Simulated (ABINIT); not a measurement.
# HfO2 (Fm-3m): Raman and infrared activity

Wanted: vibrational spectra of HfO2 (Fm-3m) from linear and non-linear response.

Program: ABINIT 10.8.3. Level of theory: DFT LDA, scalar-relativistic, plane waves, PseudoDojo norm-conserving pseudopotentials. Results are calculated unless marked as measured.

## (1) Set-up

The structure is cubic, space group Fm-3m (No. 225). The conventional cell has a = 5.115 Å, b = 5.115 Å, c = 5.115 Å, α = 90.00°, β = 90.00°, γ = 90.00°. Hf has 8 O at 2.21 Å nearest. O has 4 Hf at 2.21 Å nearest. Farther neighbours and most contacts between anions are not listed.

## (2) A first look

A first run with smearing and empty bands tells whether the crystal has a gap, which decides between fixed occupations and smearing later on.

probe.abi reads:

```
# ground state
tolvrs 1.0d-08
prtden 1
prtwf 1

# basis, mesh and filling
ecut 36.0
ngkpt 6 6 6
nshiftk 1
shiftk 0.0 0.0 0.0
istwfk *1
occopt 7
tsmear 0.005
nband 19
nstep 100
diemac 9.0
prtebands 0
prtgsr 0

# cell and atoms
acell 3*1.0 Angstrom
rprim 
    0.0 2.5575 2.5575
    2.5575 0.0 2.5575
    2.5575 2.5575 0.0
ntypat 2
znucl 72 8
natom 3
typat 1 2 2
xred 
    0.0 0.0 0.0
    0.25 0.25 0.25
    0.75 0.75 0.75
pp_dirpath "./pseudo"
pseudos "Hf.upf, O.upf"
```

The run is started by

```
$ OMP_NUM_THREADS=1 mpirun -n 4 abinit probe.abi > probe.log
```

Numbers of over 12 decimals in the logs are rounded to 6 here.

probe.abo, the main output file:

```text
[banners, grids, parts of the stress and lines that vanish by symmetry left out]
- input  file    -> probe.abi
- output file    -> probe.abo
- root for input  files -> probei
[...]
Symmetries : space group Fm -3 m (#225); Bravais cF (face-center cubic)
[...]
mpw =        2357          nfft =       64000          nkpt =          16
[...]
== DATASET  1 ==================================================================
[...]
cutoff_energies: {ecut:  36.0, pawecutdg:  -1.0, }
[...]
ETOT  1  -89.379645559250    -8.938E+01 1.504E-01 1.338E+03
 ETOT  2  -88.892877396821     4.868E-01 2.459E-02 3.176E+03
 ETOT  3  -89.688561527786    -7.957E-01 1.030E-02 6.133E+01
 ETOT  4  -89.701415295517    -1.285E-02 6.417E-03 1.508E+00
 ETOT  5  -89.701229506851     1.858E-04 1.048E-02 1.614E+00
[...]
ETOT  9  -89.701619084401    -5.620E-10 1.242E-04 5.106E-07
 ETOT 10  -89.701619084510    -1.094E-10 9.968E-05 2.107E-09
 At SCF step   10       vres2   =  2.11E-09 < tolvrs=  1.00E-08 =>converged.
[...]
sigma(1 1)=  7.83888552E-04  sigma(3 2)=  0.00000000E+00
  sigma(2 2)=  7.83888552E-04  sigma(3 1)=  0.00000000E+00
  sigma(3 3)=  7.83888552E-04  sigma(2 1)=  0.00000000E+00
[...]
convergence: {deltae: -1.094E-10, res2:  2.107E-09, residm:  9.968E-05, diffor: null, }
etotal    :  -8.97016191E+01
[...]
sigma(1 1)=  7.83888552E-04  sigma(3 2)=  0.00000000E+00
  sigma(2 2)=  7.83888552E-04  sigma(3 1)=  0.00000000E+00
  sigma(3 3)=  7.83888552E-04  sigma(2 1)=  0.00000000E+00
[...]
- sigma(1 1)=  2.30627974E+01  sigma(3 2)=  0.00000000E+00
- sigma(2 2)=  2.30627974E+01  sigma(3 1)=  0.00000000E+00
- sigma(3 3)=  2.30627974E+01  sigma(2 1)=  0.00000000E+00
[...]
fcart      1.2695255755E-31  1.8136079649E-32 -1.2695255755E-31
           strten      7.8388855164E-04  7.8388855164E-04  7.8388855164E-04
================================================================================

[key lines of the parts left out:]
pressure_GPa:  -2.3063E+01
```

It took 8.4 s on 4 MPI ranks of Arm Neoverse V2, shared host; 33 s of CPU time.

Numbers from this step:

- volume per atom: 11.15 Å³
- pressure: -23.06 GPa
- gap on the k-mesh: 3.562 eV

A gap of 3.6 eV opens on this mesh, so the crystal is taken as an insulator; the printed pressure holds the stress of the finite basis too.

## (3) Relaxing the cell and atoms

The harmonic expansion needs vanishing forces, and a free crystal bears no stress, so cell and atoms are brought to rest. Stress is more sensitive to the basis than forces are: the last 3 Ha under the cutoff are smoothed with ecutsm, and the cutoff is raised above that of the later runs.

relax.abi reads:

```
# relaxation
ionmov 2
optcell 2
dilatmx 1.08
ntime 40
tolmxf 1.0d-05
tolvrs 1.0d-14
prtwf 0
prtden 0
chksymtnons 0

# basis, mesh and filling
ecut 44.0
ecutsm 3.0
ngkpt 6 6 6
nshiftk 1
shiftk 0.0 0.0 0.0
istwfk *1
occopt 1
nband 12
nstep 100
diemac 9.0
prtebands 0
prtgsr 0

# cell and atoms
acell 3*1.0 Angstrom
rprim 
    0.0 2.5575 2.5575
    2.5575 0.0 2.5575
    2.5575 2.5575 0.0
ntypat 2
znucl 72 8
natom 3
typat 1 2 2
xred 
    0.0 0.0 0.0
    0.25 0.25 0.25
    0.75 0.75 0.75
pp_dirpath "./pseudo"
pseudos "Hf.upf, O.upf"
```

The run is started by

```
$ OMP_NUM_THREADS=1 mpirun -n 4 abinit relax.abi > relax.log
```

relax.abo, the main output file:

```text
[banners, grids, parts of the stress and lines that vanish by symmetry left out]
- input  file    -> relax.abi
- output file    -> relax.abo
- root for input  files -> relaxi
[...]
Symmetries : space group Fm -3 m (#225); Bravais cF (face-center cubic)
[...]
mpw =        3996          nfft =      110592          nkpt =          16
[...]
== DATASET  1 ==================================================================
[...]
cutoff_energies: {ecut:  44.0, pawecutdg:  -1.0, }
[...]
ETOT  1  -89.420901242093    -8.942E+01 2.069E-01 1.863E+03
 ETOT  2  -89.244032584045     1.769E-01 4.415E-03 3.102E+03
 ETOT  3  -89.690921826682    -4.469E-01 8.661E-03 9.802E+01
 ETOT  4  -89.702258461097    -1.134E-02 3.049E-04 1.703E-01
 ETOT  5  -89.702298902635    -4.044E-05 2.037E-05 1.608E-02
[...]
At SCF step   14       vres2   =  1.33E-17 < tolvrs=  1.00E-14 =>converged.
[...]
sigma(1 1)=  7.46720659E-04  sigma(3 2)=  0.00000000E+00
  sigma(2 2)=  7.46720659E-04  sigma(3 1)=  0.00000000E+00
  sigma(3 3)=  7.46720659E-04  sigma(2 1)=  0.00000000E+00
[...]
convergence: {deltae:  3.965E-12, res2:  1.332E-17, residm:  3.158E-14, diffor: null, }
etotal    :  -8.97023012E+01
[...]
ETOT  1  -89.670596824878    -8.967E+01 3.376E-03 3.827E+02
[...]
At SCF step   12       vres2   =  4.00E-15 < tolvrs=  1.00E-14 =>converged.
[...]
sigma(1 1)=  2.18998108E-04  sigma(3 2)=  0.00000000E+00
  sigma(2 2)=  2.18998108E-04  sigma(3 1)=  0.00000000E+00
  sigma(3 3)=  2.18998108E-04  sigma(2 1)=  0.00000000E+00
[...]
convergence: {deltae: -1.705E-13, res2:  3.996E-15, residm:  8.791E-18, diffor: null, }
etotal    :  -8.97097107E+01
[...]
ETOT  1  -89.704364978544    -8.970E+01 2.915E-04 5.828E+01
[...]
At SCF step   12       vres2   =  1.96E-16 < tolvrs=  1.00E-14 =>converged.
[...]
sigma(1 1)= -2.94603977E-05  sigma(3 2)=  0.00000000E+00
  sigma(2 2)= -2.94603977E-05  sigma(3 1)=  0.00000000E+00
  sigma(3 3)= -2.94603977E-05  sigma(2 1)=  0.00000000E+00
[...]
convergence: {deltae:  7.105E-13, res2:  1.965E-16, residm:  1.296E-18, diffor: null, }
etotal    :  -8.97102405E+01
[...]
ETOT  1  -89.710166048996    -8.971E+01 9.357E-09 8.184E-01
[...]
At SCF step   10       vres2   =  4.87E-15 < tolvrs=  1.00E-14 =>converged.
[...]
sigma(1 1)=  8.83478317E-07  sigma(3 2)=  0.00000000E+00
  sigma(2 2)=  8.83478317E-07  sigma(3 1)=  0.00000000E+00
  sigma(3 3)=  8.83478317E-07  sigma(2 1)=  0.00000000E+00
[...]
convergence: {deltae: -8.953E-13, res2:  4.875E-15, residm:  4.312E-18, diffor: null, }
etotal    :  -8.97102494E+01
[...]
ETOT  1  -89.710249319750    -8.971E+01 8.009E-12 6.944E-04
[...]
ETOT  8  -89.710249390402     2.800E-12 4.407E-18 1.351E-14
 ETOT  9  -89.710249390406    -3.638E-12 1.111E-19 1.728E-17
 At SCF step    9       vres2   =  1.73E-17 < tolvrs=  1.00E-14 =>converged.
[...]
sigma(1 1)=  3.32241441E-09  sigma(3 2)=  0.00000000E+00
  sigma(2 2)=  3.32241442E-09  sigma(3 1)=  0.00000000E+00
  sigma(3 3)=  3.32241441E-09  sigma(2 1)=  0.00000000E+00
[...]
convergence: {deltae: -3.638E-12, res2:  1.728E-17, residm:  1.111E-19, diffor: null, }
etotal    :  -8.97102494E+01
[...]
At Broyd/MD step   5, gradients are converged :
[...]
sigma(1 1)=  3.32241441E-09  sigma(3 2)=  0.00000000E+00
  sigma(2 2)=  3.32241442E-09  sigma(3 1)=  0.00000000E+00
  sigma(3 3)=  3.32241441E-09  sigma(2 1)=  0.00000000E+00
[...]
- sigma(1 1)=  9.77488067E-05  sigma(3 2)=  0.00000000E+00
- sigma(2 2)=  9.77488069E-05  sigma(3 1)=  0.00000000E+00
- sigma(3 3)=  9.77488068E-05  sigma(2 1)=  0.00000000E+00
[...]
fcart      8.4128252271E-32  9.3475835857E-33 -1.0282341944E-31
           strten      3.3224144096E-09  3.3224144165E-09  3.3224144130E-09
================================================================================

[key lines of the parts left out:]
pressure_GPa:  -9.7749E-05
Total energy (etotal) [Ha]= -8.97102493904056E+01
```

Run time: 37 s. Hardware: 4 MPI ranks; 2.4 min of CPU time.

Step by step:

```csv
step,energy less that of the first step (eV),largest force (eV/Å),volume (Å³)
1,0.0000,0.0000,33.46
2,-0.2016,0.0000,31.26
3,-0.2160,0.0000,30.45
4,-0.2163,0.0000,30.55
5,-0.2163,0.0000,30.54
```

```csv
"conventional cell, symmetrised",before,after,change
a (Å),5.115,4.962,-3.0 %
b (Å),5.115,4.962,-3.0 %
c (Å),5.115,4.962,-3.0 %
volume (Å³/atom),11.15,10.18,-8.7 %
```

Final coordinates:

```cif
data_structure
_symmetry_space_group_name_H-M 'P 1'
_symmetry_Int_Tables_number 1
_cell_length_a 3.5087
_cell_length_b 3.5087
_cell_length_c 3.5087
_cell_angle_alpha 60.000
_cell_angle_beta 60.000
_cell_angle_gamma 60.000
_cell_volume 30.54
loop_
_atom_site_label
_atom_site_type_symbol
_atom_site_fract_x
_atom_site_fract_y
_atom_site_fract_z
_atom_site_occupancy
Hf1 Hf 0.00000 0.00000 0.00000 1
O2 O 0.25000 0.25000 0.25000 1
O3 O 0.75000 0.75000 0.75000 1
```

Read from the output:

| Property | Result |
| --- | --- |
| volume per atom | 10.18 Å³ |
| pressure | -9.77e-5 GPa |

The volume changes by -8.7 % in this run and stands -8.7 % from the first cell.

## (4) Self-consistent run for the response

First-order wavefunctions inherit every error of the ground state, hence the very tight tolvrs. The mesh is shifted off Γ, since shifted meshes converge sums over the zone faster.

gs.abi reads:

```
# ground state
tolvrs 1.0d-16
prtden 1
prtwf 1

# basis, mesh and filling
ecut 36.0
ngkpt 6 6 6
nshiftk 4
shiftk 
    0.5 0.5 0.5
    0.5 0.0 0.0
    0.0 0.5 0.0
    0.0 0.0 0.5
istwfk *1
occopt 1
nband 12
nstep 100
diemac 9.0
prtebands 0
prtgsr 0

# cell and atoms
acell 3*1.0 Angstrom
rprim 
    0.0 2.481016795 2.481016795
    2.481016795 0.0 2.481016795
    2.481016795 2.481016795 0.0
ntypat 2
znucl 72 8
natom 3
typat 1 2 2
xred 
    0.0 0.0 0.0
    0.25 0.25 0.25
    0.75 0.75 0.75
pp_dirpath "./pseudo"
pseudos "Hf.upf, O.upf"
```

The run is started by

```
$ OMP_NUM_THREADS=1 mpirun -n 4 abinit gs.abi > gs.log
```

gs.abo, the main output file:

```text
[banners, grids, parts of the stress and lines that vanish by symmetry left out]
- input  file    -> gs.abi
- output file    -> gs.abo
- root for input  files -> gsi
[...]
Symmetries : space group Fm -3 m (#225); Bravais cF (face-center cubic)
[...]
mpw =        2152          nfft =       46656          nkpt =          28
[...]
== DATASET  1 ==================================================================
[...]
cutoff_energies: {ecut:  36.0, pawecutdg:  -1.0, }
[...]
ETOT  1  -89.429393372455    -8.943E+01 3.859E-01 7.721E+02
 ETOT  2  -89.338032549224     9.136E-02 2.222E-03 1.125E+03
 ETOT  3  -89.702057103428    -3.640E-01 5.164E-03 2.830E+01
 ETOT  4  -89.709511404573    -7.454E-03 1.197E-04 9.200E-02
 ETOT  5  -89.709550576091    -3.917E-05 4.321E-06 4.883E-04
[...]
ETOT 13  -89.709550868505     4.263E-13 1.621E-14 5.312E-16
 ETOT 14  -89.709550868504     4.547E-13 1.032E-15 1.512E-17
 At SCF step   14       vres2   =  1.51E-17 < tolvrs=  1.00E-16 =>converged.
[...]
sigma(1 1)=  4.13733534E-05  sigma(3 2)=  0.00000000E+00
  sigma(2 2)=  4.13733534E-05  sigma(3 1)=  0.00000000E+00
  sigma(3 3)=  4.13733534E-05  sigma(2 1)=  0.00000000E+00
[...]
convergence: {deltae:  4.547E-13, res2:  1.512E-17, residm:  1.032E-15, diffor: null, }
etotal    :  -8.97095509E+01
[...]
sigma(1 1)=  4.13733534E-05  sigma(3 2)=  0.00000000E+00
  sigma(2 2)=  4.13733534E-05  sigma(3 1)=  0.00000000E+00
  sigma(3 3)=  4.13733534E-05  sigma(2 1)=  0.00000000E+00
[...]
- sigma(1 1)=  1.21724608E+00  sigma(3 2)=  0.00000000E+00
- sigma(2 2)=  1.21724608E+00  sigma(3 1)=  0.00000000E+00
- sigma(3 3)=  1.21724608E+00  sigma(2 1)=  0.00000000E+00
[...]
fcart     -4.2064126105E-32  4.2064126105E-32 -4.2064126105E-32
           strten      4.1373353408E-05  4.1373353408E-05  4.1373353408E-05
================================================================================

[key lines of the parts left out:]
pressure_GPa:  -1.2172E+00
```

Wall time 9.2 s (4 MPI ranks); 37 s of CPU time.

Numbers from this step:

| Item | Value |
| --- | --- |
| pressure | -1.217 GPa |

The cell stands at -1.2 GPa: the relaxation ran with a smoothed and higher cutoff and on another k mesh.

## (5) Empty bands

Empty bands on the ground state's density check that the gap assumed so far is there in this cell.

gap.abi reads:

```
# empty bands on the ground state's density
iscf -2
getden_filepath "gso_DEN"
tolwfr 1.0d-12
nbdbuf 2
prtwf 0

# basis, mesh and filling
ecut 36.0
ngkpt 8 8 8
nshiftk 1
shiftk 0.0 0.0 0.0
istwfk *1
occopt 1
nband 16
nstep 100
diemac 9.0
prtebands 0
prtgsr 0

# cell and atoms
acell 3*1.0 Angstrom
rprim 
    0.0 2.481016795 2.481016795
    2.481016795 0.0 2.481016795
    2.481016795 2.481016795 0.0
ntypat 2
znucl 72 8
natom 3
typat 1 2 2
xred 
    0.0 0.0 0.0
    0.25 0.25 0.25
    0.75 0.75 0.75
pp_dirpath "./pseudo"
pseudos "Hf.upf, O.upf"
```

The run is started by

```
$ OMP_NUM_THREADS=1 mpirun -n 4 abinit gap.abi > gap.log
```

gap.abo, the main output file:

```text
[banners, grids, parts of the stress and lines that vanish by symmetry left out]
- input  file    -> gap.abi
- output file    -> gap.abo
- root for input  files -> gapi
[...]
Symmetries : space group Fm -3 m (#225); Bravais cF (face-center cubic)
[...]
mpw =        2148          nfft =       46656          nkpt =          29
[...]
== DATASET  1 ==================================================================
[...]
cutoff_energies: {ecut:  36.0, pawecutdg:  -1.0, }
[...]
-outvars: echo values of variables after computation
            acell      1.8897261259E+00  1.8897261259E+00  1.8897261259E+00 Bohr
================================================================================
```

Elapsed: 7 s, on 4 MPI ranks.

This step gave:

```
gap on the k-mesh : 3.798 eV
```

In this cell the gap on the mesh is 3.8 eV, direct, so fixed occupations hold.

(Continued in part 2 of 2.)

[Host names and launcher messages were left out of these logs when they were recorded.]

[Logs are printed without paths, hosts, clocks, repeated set-up lines and the standing remarks that a program may print on its own settings, such as how far it seeks lower states.]

[Hosts, paths, dates, database ids (printed as entryN), source tags and the programs' standing remarks are cut or masked in the printed files.]
